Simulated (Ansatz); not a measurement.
## WC (Qusongite, P-6m2): modes against uniaxial strain along c

Aim: how do the optical modes of WC (Qusongite, P-6m2) shift and split under this strain?

Main program and level: Ansatz 0.2.0; DFT PBEsol, scalar-relativistic, plane waves, PAW; PAW set soft_1.

**1. The starting structure**

Symmetry: P-6m2, No. 187, hexagonal system. The conventional cell has a = 2.907 Å, b = 2.907 Å, c = 2.837 Å, α = 90.00°, β = 90.00°, γ = 120.00°. Nearest to C lie 6 W at 2.20 Å. Nearest to W lie 6 C at 2.20 Å. Farther neighbours are not listed.

Structure file:

```cif
data_structure
_symmetry_space_group_name_H-M 'P 1'
_symmetry_Int_Tables_number 1
_cell_length_a 2.9065
_cell_length_b 2.9065
_cell_length_c 2.8366
_cell_angle_alpha 90.000
_cell_angle_beta 90.000
_cell_angle_gamma 120.000
_cell_volume 20.75
loop_
_atom_site_label
_atom_site_type_symbol
_atom_site_fract_x
_atom_site_fract_y
_atom_site_fract_z
_atom_site_occupancy
C1 C 0.66667 0.33333 0.50000 1
W2 W 0.00000 0.00000 0.00000 1
```

**2. Bringing the structure to rest**

Harmonic phonons are second derivatives at a point where the forces vanish, and they are wanted at zero stress, so atoms and cell are relaxed first.

input.yaml

```yaml
crystal:
  lattice:
    - [2.9065, 0.0, 0.0]
    - [-1.45325, 2.5171028361, 0.0]
    - [0.0, 0.0, 2.8366]
  atoms:
    - { symbol: C, position: [0.66666667, 0.33333333, 0.5] }
    - { symbol: W, position: [0.0, 0.0, 0.0] }
kpoints:
  mp_grid: { grid: [18, 18, 14] }
hamiltonian:
  xc: pbesol
  pseudopotentials: { kind: paw, azcp: { folder: soft_1 }, xc_functional: pbe }
scf:
  occupations: { method: gaussian, width: 0.1 }
output:
  forces: true
  stress: true
  eigenvalues: true
  write_density: true
  write_potential: true
  elf: true
  volumetric_format: npy
relax:
  adjacent_minimum: "off"
  f_tol: 0.005
  max_steps: 80
  cell: { stress_tol: 0.05 }
```

On the command line:

```
ansatz run input.yaml --threads 4 --pin off --max-ram 10240MiB --backend cpu --events-out ev --progress --plain --runs-dir out
```

Numbers of over 12 decimals in the logs are rounded to 6 here.

The log of the run:

```text
Engine: ansatz 0.2.0, x86_64-unknown-linux-gnu
Pseudopotentials: kind: paw
Pseudopotential: C, paw, valence charge 4, recommended cutoff 420 eV (normal), soft_1/C.paw.azcp
Pseudopotential: W, paw, valence charge 14, recommended cutoff 420 eV (normal), soft_1/W.paw.azcp
Functional definition: PBEsol
  exchange = pbesol_x
  correlation = pbesol_c
Crystal: 2 atoms, lattice volume = 20.752 Å³
Basis set: ecut = 420 eV, 405 PW (Γ), exchange–correlation on 40×40×40 points (8 copies of the dense FFT grid, shifted against one another)
Bands: 13, of which v1, the nominal top of the filled ones, is band 9 counted from 1 (8 counted from 0)
Symmetry: 12 space group operations
Space group: P-6m2 (ITA 187), of the structure as read, at distance tolerance 2.7e-5 Å
k-points: 296 of 4536 (time reversal used)
Non-local potential: C, projectors of the file, l = 0: 2, l = 1: 2, l = 2: 1
Non-local potential: W, projectors of the file, l = 0: 3, l = 1: 2, l = 2: 2, l = 3: 1
PAW form: soft (Blöchl's): semilocal exchange-correlation on the pseudo side does not see the compensation charge
PAW frozen core: C, regenerated for the run's functional, and the local potential with it (the file was generated under x = pbe(κ = 0.804, μ = 0.219515), c = pbe(β = 0.066725))
PAW frozen core: W, regenerated for the run's functional, and the local potential with it (the file was generated under x = pbe(κ = 0.804, μ = 0.219515), c = pbe(β = 0.066725))
PAW one-centre angular grid: C, 110 points (default); XC on 64 Gauss nodes
PAW one-centre angular grid: W, 590 points (default); XC on 64 Gauss nodes
Initial density: superposition of atomic densities (chi_scale 0.1, normalization cell, long waves kept (reshape's long-wave potential 0.00 eV rms))
Initial wavefunctions: pseudopotential atomic-orbital guess
Functional: x = pbesol(κ = 0.804, μ = 0.123457), c = pbesol(β = 0.046)
SCF iter   1: F=—  HF=-10505.933442 eV  |F-HF|=—  |Δ(HF+E_count)|=         —  Δρ=1.29e-1  dr2=4.67e0  ethr=3.10e-3  ⟨swp⟩=5.0  Hψ=18411  notcnv=0
preconditioner: auto → none  [metal: Δε(μ)=0.061 eV  Ē_g=10.786 eV  σ=0.100 eV  W_gap=0.33  n_scr=8 (ndim 8)  ℏωp=25.8 eV  f_vac=0.000  D(μ)=0.16/eV (n_scr^D=0)  sad-step TF]
SCF iter   2: F=—  HF=-10505.363202 eV  |F-HF|=—  |Δ(HF+E_count)|=   5.70e-1  Δρ=9.15e-2  dr2=2.42e0  ethr=3.10e-3  ⟨swp⟩=2.0  Hψ=7388  notcnv=0  defer=1
SCF iter   3: F=—  HF=-10504.748383 eV  |F-HF|=—  |Δ(HF+E_count)|=   6.15e-1  Δρ=9.20e-3  dr2=2.04e-2  ethr=3.10e-3  ⟨swp⟩=2.2  Hψ=6599  notcnv=0  defer=1
SCF iter   4: F=—  HF=-10504.745777 eV  |F-HF|=—  |Δ(HF+E_count)|=   2.61e-3  Δρ=9.55e-4  dr2=9.48e-5  ethr=1.13e-4  ⟨swp⟩=1.2  Hψ=6214  notcnv=0  defer=1
SCF iter   5: F=—  HF=-10504.745844 eV  |F-HF|=—  |Δ(HF+E_count)|=   6.62e-5  Δρ=1.62e-4  dr2=2.56e-6  ethr=5.27e-7  ⟨swp⟩=2.1  Hψ=5988  notcnv=0  defer=1
SCF iter   6: F=-10504.745844 eV  HF=-10504.745844 eV  |F-HF|=4.88e-8  |Δ(HF+E_count)|=   2.08e-7  Δρ=2.46e-5  dr2=8.90e-8  ethr=5.56e-10  ⟨swp⟩=10.1  Hψ=27384  notcnv=0
SCF 1 converged in 6 iterations: F = -10504.745844 eV  dr2 = 8.90e-8
  greatest PAW one-centre occupation: 0.999 electrons in one spin orbital (limit 2), on the W atom at site 1 (counted from 0), in its partial waves of l = 0
relax step   1: F+E_penalty+E_count = -10504.74584374 eV  Δ(F+E_penalty+E_count) = +0.000e0 eV  max|allowed force component| = 1.237e-16 eV/Å  Δτ_max = 0.0000 Å  P = -3.434 GPa  Ω = 20.752 Å³  (6 SCF iters, dr2 threshold 1.00e-7 eV, accepted)
Crystal: 2 atoms, lattice volume = 20.479 Å³
Initial density: handed on by an earlier stage of this run
Initial wavefunctions: those handed on with the density
iter 1 solved again at ethr=9.96e-6 eV; its pass at ethr=3.10e-3 eV (dr2=1.79e-3 eV) is discarded
SCF iter   1: F=—  HF=-10504.747896 eV  |F-HF|=—  |Δ(HF+E_count)|=         —  Δρ=2.68e-3  dr2=1.75e-3  ethr=9.96e-6  ⟨swp⟩=1.0  Hψ=20829  notcnv=0
preconditioner: auto → none  [metal: Δε(μ)=0.071 eV  Ē_g=10.238 eV  σ=0.100 eV  W_gap=0.38  n_scr=8 (ndim 8)  ℏωp=25.9 eV  f_vac=0.000  D(μ)=0.24/eV (n_scr^D=0)]
SCF iter   2: F=—  HF=-10504.747526 eV  |F-HF|=—  |Δ(HF+E_count)|=   3.70e-4  Δρ=1.04e-3  dr2=2.77e-4  ethr=9.70e-6  ⟨swp⟩=1.5  Hψ=4470  notcnv=0
SCF iter   3: F=—  HF=-10504.747462 eV  |F-HF|=—  |Δ(HF+E_count)|=   6.45e-5  Δρ=1.19e-4  dr2=2.02e-6  ethr=1.54e-6  ⟨swp⟩=2.0  Hψ=4710  notcnv=0
SCF iter   4: F=—  HF=-10504.747466 eV  |F-HF|=—  |Δ(HF+E_count)|=   4.01e-6  Δρ=1.91e-5  dr2=3.03e-8  ethr=1.12e-8  ⟨swp⟩=2.4  Hψ=5193  notcnv=0
iter 5 did not close the SCF: its close was put off for the readings that it lacked (scf_convergence_deferred on its scf_iter line)
SCF iter   5: F=-10504.747466 eV  HF=-10504.747466 eV  |F-HF|=9.82e-11  |Δ(HF+E_count)|=   6.31e-9  Δρ=2.10e-6  dr2=3.46e-10  ethr=1.69e-10  ⟨swp⟩=2.6  Hψ=6180  notcnv=0
SCF iter   6: F=-10504.747466 eV  HF=-10504.747466 eV  |F-HF|=1.82e-12  |Δ(HF+E_count)|=  2.18e-11  Δρ=4.57e-7  dr2=9.17e-12  ethr=1.92e-12  ⟨swp⟩=4.2  Hψ=17559  notcnv=0
SCF 2 converged in 6 iterations: F = -10504.747466 eV  dr2 = 9.17e-12
relax step   2: F+E_penalty+E_count = -10504.74746580 eV  Δ(F+E_penalty+E_count) = -1.622e-3 eV  max|allowed force component| = 6.476e-17 eV/Å  Δτ_max = 0.0000 Å  P = +1.921 GPa  Ω = 20.479 Å³  energy of the carried Pulay correction = +3.798e-4 eV  (6 SCF iters, dr2 threshold 2.00e-7 eV, accepted)
Crystal: 2 atoms, lattice volume = 20.578 Å³
iter 1 solved again at ethr=8.81e-7 eV; its pass at ethr=3.10e-3 eV (dr2=1.59e-4 eV) is discarded
SCF iter   1: F=—  HF=-10504.747945 eV  |F-HF|=—  |Δ(HF+E_count)|=         —  Δρ=8.70e-4  dr2=1.67e-4  ethr=8.81e-7  ⟨swp⟩=2.0  Hψ=23219  notcnv=0
preconditioner: auto → none  [metal: Δε(μ)=0.068 eV  Ē_g=10.187 eV  σ=0.100 eV  W_gap=0.37  n_scr=8 (ndim 8)  ℏωp=25.9 eV  f_vac=0.000  D(μ)=0.25/eV (n_scr^D=0)]
SCF iter   2: F=—  HF=-10504.747911 eV  |F-HF|=—  |Δ(HF+E_count)|=   3.42e-5  Δρ=3.29e-4  dr2=2.45e-5  ethr=8.81e-7  ⟨swp⟩=2.1  Hψ=4800  notcnv=0
SCF iter   3: F=—  HF=-10504.747905 eV  |F-HF|=—  |Δ(HF+E_count)|=   5.48e-6  Δρ=4.84e-5  dr2=3.77e-7  ethr=1.36e-7  ⟨swp⟩=2.1  Hψ=4723  notcnv=0
iter 4 did not close the SCF: its close was put off for the readings that it lacked (scf_convergence_deferred on its scf_iter line)
SCF iter   4: F=-10504.747905 eV  HF=-10504.747905 eV  |F-HF|=1.22e-9  |Δ(HF+E_count)|=   6.59e-8  Δρ=7.17e-6  dr2=5.14e-9  ethr=2.10e-9  ⟨swp⟩=2.2  Hψ=5076  notcnv=0
iter 5 did not close the SCF: its close was put off for the readings that it lacked (scf_convergence_deferred on its scf_iter line)
SCF iter   5: F=-10504.747905 eV  HF=-10504.747905 eV  |F-HF|=5.82e-11  |Δ(HF+E_count)|=  1.29e-10  Δρ=9.37e-7  dr2=1.04e-10  ethr=2.86e-11  ⟨swp⟩=2.5  Hψ=5995  notcnv=0
SCF iter   6: F=-10504.747905 eV  HF=-10504.747905 eV  |F-HF|=9.09e-12  |Δ(HF+E_count)|=  5.46e-12  Δρ=1.78e-7  dr2=2.03e-12  ethr=1.00e-12  ⟨swp⟩=4.2  Hψ=16709  notcnv=0
SCF 3 converged in 6 iterations: F = -10504.747905 eV  dr2 = 2.03e-12
relax step   3: F+E_penalty+E_count = -10504.74790535 eV  Δ(F+E_penalty+E_count) = -4.396e-4 eV  max|allowed force component| = 1.712e-16 eV/Å  Δτ_max = 0.0000 Å  P = +0.054 GPa  Ω = 20.578 Å³  energy of the carried Pulay correction = +2.435e-4 eV  (6 SCF iters, dr2 threshold 2.00e-7 eV, accepted)
[...]
relax step   4: F+E_penalty+E_count = -10504.74797593 eV  Δ(F+E_penalty+E_count) = -7.058e-5 eV  max|allowed force component| = 1.388e-16 eV/Å  Δτ_max = 0.0000 Å  P = -0.064 GPa  Ω = 20.581 Å³  energy of the carried Pulay correction = +2.392e-4 eV  (6 SCF iters, dr2 threshold 2.00e-7 eV, accepted)
[...]
relax step   5: F+E_penalty+E_count = -10504.74798157 eV  Δ(F+E_penalty+E_count) = -5.642e-6 eV  max|allowed force component| = 1.943e-16 eV/Å  Δτ_max = 0.0000 Å  P = -0.000 GPa  Ω = 20.578 Å³  energy of the carried Pulay correction = +2.433e-4 eV  (7 SCF iters, accepted)
Initial wavefunctions: pseudopotential atomic-orbital guess (no wavefunctions were taken with the density)
iter 1 solved again at ethr=3.05e-8 eV; its pass at ethr=3.10e-3 eV (dr2=5.49e-6 eV) is discarded
SCF iter   1: F=—  HF=-10504.747744 eV  |F-HF|=—  |Δ(HF+E_count)|=         —  Δρ=2.85e-5  dr2=2.44e-8  ethr=3.05e-8  ⟨swp⟩=3.0  Hψ=29498  notcnv=0
preconditioner: auto → none  [metal: Δε(μ)=0.071 eV  Ē_g=10.187 eV  σ=0.100 eV  W_gap=0.38  n_scr=8 (ndim 8)  ℏωp=25.9 eV  f_vac=0.000  D(μ)=0.25/eV (n_scr^D=0)]
SCF iter   2: F=—  HF=-10504.747748 eV  |F-HF|=—  |Δ(HF+E_count)|=   3.93e-6  Δρ=1.38e-5  dr2=4.69e-9  ethr=1.36e-10  ⟨swp⟩=2.1  Hψ=6137  notcnv=0
SCF iter   3: F=—  HF=-10504.747748 eV  |F-HF|=—  |Δ(HF+E_count)|=   5.36e-9  Δρ=1.21e-6  dr2=4.08e-11  ethr=2.61e-11  ⟨swp⟩=2.0  Hψ=6515  notcnv=0
iter 4 did not close the SCF: its close was put off for the readings that it lacked (scf_convergence_deferred on its scf_iter line)
SCF iter   4: F=-10504.747748 eV  HF=-10504.747748 eV  |F-HF|=3.64e-12  |Δ(HF+E_count)|=  6.00e-11  Δρ=8.94e-8  dr2=6.31e-13  ethr=1.00e-12  ⟨swp⟩=1.0  Hψ=3848  notcnv=0
iter 5 did not close the SCF: its close was put off for the readings that it lacked (scf_convergence_deferred on its scf_iter line)
SCF iter   5: F=-10504.747748 eV  HF=-10504.747748 eV  |F-HF|=0.00e0  |Δ(HF+E_count)|=  1.82e-12  Δρ=1.24e-8  dr2=4.30e-14  ethr=1.00e-12  ⟨swp⟩=1.0  Hψ=3848  notcnv=0
iter 6 did not close the SCF: its close was put off for the readings that it lacked (scf_convergence_deferred on its scf_iter line)
SCF iter   6: F=-10504.747748 eV  HF=-10504.747748 eV  |F-HF|=5.46e-12  |Δ(HF+E_count)|=  1.82e-12  Δρ=1.96e-9  dr2=6.78e-16  ethr=1.00e-12  ⟨swp⟩=1.0  Hψ=3848  notcnv=0
iter 7 did not close the SCF: its close was put off for the readings that it lacked (scf_convergence_deferred on its scf_iter line)
SCF iter   7: F=-10504.747748 eV  HF=-10504.747748 eV  |F-HF|=7.28e-12  |Δ(HF+E_count)|=  1.82e-12  Δρ=9.66e-10  dr2=2.39e-16  ethr=1.00e-12  ⟨swp⟩=1.0  Hψ=3848  notcnv=0
SCF iter   8: F=-10504.747748 eV  HF=-10504.747748 eV  |F-HF|=9.09e-12  |Δ(HF+E_count)|=  3.64e-12  Δρ=2.38e-10  dr2=1.02e-17  ethr=1.00e-12  ⟨swp⟩=2.0  Hψ=10041  notcnv=0
SCF 6 converged in 8 iterations: F = -10504.747748 eV  dr2 = 1.02e-17
relax step   6: F+E_penalty+E_count = -10504.74774760 eV  Δ(F+E_penalty+E_count) = +2.340e-4 eV  max|allowed force component| = 1.388e-16 eV/Å  Δτ_max = 0.0000 Å  P = -0.012 GPa  Ω = 20.578 Å³  stress off target by 1.20e-2 GPa  SCF on the basis re-selected at this cell (its energy is not comparable with the rows above)  (8 SCF iters)
basis re-selected at this cell: Δ(F+E_penalty+E_count) = +2.340e-4 eV, ΔP = -0.012 GPa vs the last step (what re-selecting the basis moved, of the pressure what is left beyond the Pulay correction that the steps carried, after the strain that the cell walked since its last selection, with what the two solves' SCF thresholds leave and, on support functions, any second-order correction that the steps lacked; it is no m [...]
SCF converged after 8 iterations
Free energy (F): -10504.747748 eV
Harris-Foulkes:  -10504.747748 eV  (|F-HF|=9.09e-12)
Internal energy: -10504.746494 eV  (E = F + TS)
E sigma→0 (E₀):  -10504.747121 eV
Entropy (-TS):   -0.001253 eV (-0.627 meV/atom)
Fermi energy:    20.494002 eV
--- Per-component energies (eV) ---
  E_band       = -59.817116
  E_kinetic    = 509.816356
  E_local      = -597.766733  (includes V_loc(G=0)·N_el)
  E_nonlocal   = -0.107998
  E_hartree    = 245.358108
  E_xc         = -314.014945
  E_vxc        = -290.762624  (∫ρ·V_xc dr)
  E_paw        = -8546.956228  (= ΣΔE_a)
  E_vpaw       = -171.712498  (= ΣTr[D̂ρ^β])
  E_aug_tail   = 0.000165  (compensation charges beyond the density's cutoff)
  E_ewald      = -1801.318177
  E_core_change = 0.242958  (= ΣΔE_core)
  E_smearing   = -0.001253  (= −TS)
  E_closure    = -0.000000  (closes the sum)
  Σ components = -10504.747748   (vs F -10504.747748, Δ=0.00e0)
--- Forces (eV/Å), atoms counted from 1 ---
  atom   1  C      0.00000000     0.00000000     0.00000000
  atom   2  W      0.00000000     0.00000000     0.00000000
  max |Σ_I F_I| component: 3.15e-16 eV/Å
--- Stress (GPa, compression-positive) ---
       -0.011981      -0.000000      -0.000000
       -0.000000      -0.011981      -0.000000
       -0.000000      -0.000000      -0.011393
  P = ⅓ Tr σ = -0.0118 GPa (-0.118 kbar)
--- Band table (eV; the first three rows and the last of 296) ---
  k-point 0: bands = [... 5 lower, 16.1153, 17.1184, 17.1184, 20.6105, 23.7602, 23.7602, 26.1833, 26.1833]
  k-point 1: bands = [... 5 lower, 16.0590, 17.1760, 17.1760, 20.5876, 23.3108, 23.3108, 26.4550, 26.4550]
  k-point 2: bands = [... 5 lower, 15.8093, 17.3432, 17.3432, 20.6648, 22.4241, 22.4241, 26.7673, 26.7673]
  k-point 295: bands = [... 5 lower, 13.1814, 15.0620, 18.9125, 19.8371, 24.9562, 27.0020, 28.2032, 29.6785]
--- Relaxed structure (5 steps of the walk, 5 accepted, 1 SCFs on fresh bases) ---
  F+E_penalty+E_count = -10504.74774760 eV   max|allowed force component| = 1.388e-16 eV/Å   (the final SCF, on the basis selected at the relaxed cell)
  cell:  # Å, volume = 20.5778 Å³
    - [2.898613, -8.756623679376025e-19, 0]
    - [-1.449306, 2.510272, 0]
    - [0, 0, 2.828056]
  atoms:
    - { symbol: C, position: [0.666667, 0.333333, 0.500000] }
    - { symbol: W, position: [1.8503717008154225e-17, -1.8503717008154225e-17, 0.0] }
```

The job ended after 38 s (4 threads of Intel Xeon at 2.50GHz (Skylake/Cascade Lake), shared host; peak memory 0.46 GiB; 1.9 min of CPU time).

Relaxation path:

```
step  energy less that of the first step (eV)  largest force component (eV/Å)  pressure (GPa)  volume (Å³)
   1                                   0.0000                          0.0000           -3.43        20.75
   2                                  -0.0016                          0.0000            1.92        20.48
   3                                  -0.0021                          0.0000            0.05        20.58
   4                                  -0.0021                          0.0000           -0.06        20.58
   5                                  -0.0021                          0.0000            0.00        20.58
  6*                                  -0.0019                          0.0000           -0.01        20.58
```

Relaxation steps marked * repeat the geometry before them on a plane-wave basis chosen anew for their cell, so energy and pressure can jump there.

Forces are held to the 12 operations that the run works with; a distortion that breaks them can't arise in this run.

```
conventional cell, symmetrised  before  after  change
                         a (Å)   2.907  2.899  -0.3 %
                         b (Å)   2.907  2.899  -0.3 %
                         c (Å)   2.837  2.828  -0.3 %
              volume (Å³/atom)   10.38  10.29  -0.8 %
```

Final coordinates:

```xyz
2
Lattice="2.8986 0.0000 0.0000 -1.4493 2.5103 0.0000 0.0000 0.0000 2.8281" Properties=species:S:1:pos:R:3 pbc="T T T"
C     1.4493    0.8368    1.4140
W     0.0000    0.0000    0.0000
```

This step gave:

| Property | Result |
| --- | --- |
| pressure | -0.01179 GPa |
| volume per atom | 10.29 Å³ |
| gap on the k-mesh | 0 eV |

ELF in the ac plane at fractional y = 0.333, with atoms of C within 0.2 Å of it. It is the smooth field of the valence electrons, not physical close to the nuclei.

Values, 15 rows by 15 columns:
```
0.26 0.38 0.44 0.44 0.37 0.26 0.19 0.20 0.24 0.28 0.29 0.28 0.24 0.20 0.19
0.21 0.27 0.32 0.32 0.27 0.22 0.21 0.29 0.40 0.47 0.49 0.47 0.40 0.29 0.22
0.20 0.18 0.18 0.18 0.18 0.20 0.31 0.49 0.62 0.68 0.69 0.68 0.62 0.48 0.31
0.28 0.16 0.12 0.12 0.16 0.28 0.49 0.68 0.75 0.75 0.74 0.75 0.75 0.68 0.49
0.43 0.22 0.14 0.14 0.22 0.43 0.66 0.77 0.75 0.67 0.61 0.67 0.75 0.77 0.66
0.56 0.32 0.19 0.19 0.32 0.56 0.73 0.76 0.63 0.35 0.20 0.35 0.63 0.76 0.73
0.61 0.38 0.23 0.23 0.38 0.61 0.75 0.73 0.46 0.09 0.01 0.09 0.46 0.73 0.75
0.61 0.38 0.23 0.23 0.38 0.61 0.75 0.73 0.46 0.09 0.01 0.09 0.46 0.73 0.75
0.56 0.32 0.19 0.19 0.32 0.56 0.73 0.76 0.63 0.35 0.20 0.35 0.63 0.76 0.73
0.43 0.22 0.14 0.14 0.22 0.43 0.66 0.77 0.75 0.67 0.61 0.67 0.75 0.77 0.66
0.28 0.16 0.12 0.12 0.16 0.28 0.49 0.68 0.75 0.75 0.74 0.75 0.75 0.68 0.49
0.20 0.18 0.18 0.18 0.18 0.20 0.31 0.49 0.62 0.68 0.69 0.68 0.62 0.48 0.31
0.21 0.27 0.32 0.32 0.27 0.22 0.21 0.29 0.40 0.47 0.49 0.47 0.40 0.29 0.22
0.26 0.38 0.44 0.44 0.37 0.26 0.19 0.20 0.24 0.28 0.29 0.28 0.24 0.20 0.19
0.29 0.42 0.49 0.49 0.41 0.29 0.19 0.17 0.19 0.21 0.22 0.21 0.19 0.17 0.19
```
Columns run along a (2.9 Å), rows up along c (2.8 Å). Atoms in or near the plane, at fractional coordinates: C at (0.67, 0.50).

Electrostatic potential energy in the ac plane at fractional y = 0.333, with atoms of C within 0.2 Å of it. With pseudopotentials it is smooth inside the atoms' cores, unlike the true potential.

Values in eV, 15 rows by 15 columns:
```
  4  -3  -6  -6  -3   4  11  16  18  20  20  20  18  16  11
  8   2  -1  -1   2   8  13  16  18  19  19  19  18  16  13
 12   9   7   7   9  12  15  17  17  17  17  17  17  17  15
 16  14  13  13  14  16  17  16  12   6   4   6  13  16  17
 18  18  17  17  18  18  17  11  -3 -15 -19 -15  -3  11  17
 19  20  20  20  20  19  16   2 -19 -33 -38 -33 -19   2  16
 20  21  21  21  21  20  14  -5 -28 -38 -38 -38 -28  -5  14
 20  21  21  21  21  20  14  -5 -28 -38 -38 -38 -28  -5  14
 19  20  20  20  20  19  16   2 -19 -33 -38 -33 -19   2  16
 18  18  17  17  18  18  17  11  -3 -15 -19 -15  -3  11  17
 16  14  13  13  14  16  17  16  12   6   4   6  13  16  17
 12   9   7   7   9  12  15  17  17  17  17  17  17  17  15
  8   2  -1  -1   2   8  13  16  18  19  19  19  18  16  13
  4  -3  -6  -6  -3   4  11  16  18  20  20  20  18  16  11
  3  -4  -8  -8  -4   3  10  15  18  20  20  20  18  15  10
```
Columns run along a (2.9 Å; values clipped at the 3rd and 97th percentile), rows up along c (2.8 Å). Atoms in or near the plane, at fractional coordinates: C at (0.67, 0.50).

Valence density in the ac plane at fractional y = 0.333, with atoms of C within 0.2 Å of it. It is the smooth field of the valence electrons, not physical close to the nuclei.

Ten even steps from '0' (0.3 e/Å³) to '9' (1.7 e/Å³):
```
356653110000011
234432111111111
112211112222211
110011124555421
100001246888642
100001358999853
100001369989963
100001369989963
100001358999853
100001246888642
110011124555421
112211112222211
234432111111111
356653110000011
357753100000001
```
Columns run along a (2.9 Å), rows up along c (2.8 Å). Atoms in or near the plane, at fractional coordinates: C at (0.67, 0.50).

In this step the volume went from 10.38 to 10.29 Å³/atom.

(Part 1 of 3 ends here.)

[Logs are printed without paths, hosts, clocks, repeated set-up lines and the standing remarks that a program may print on its own settings, such as how far it seeks lower states.]

[Hosts, paths, dates, database ids (printed as entryN), source tags and the programs' standing remarks are cut or masked in the printed files.]
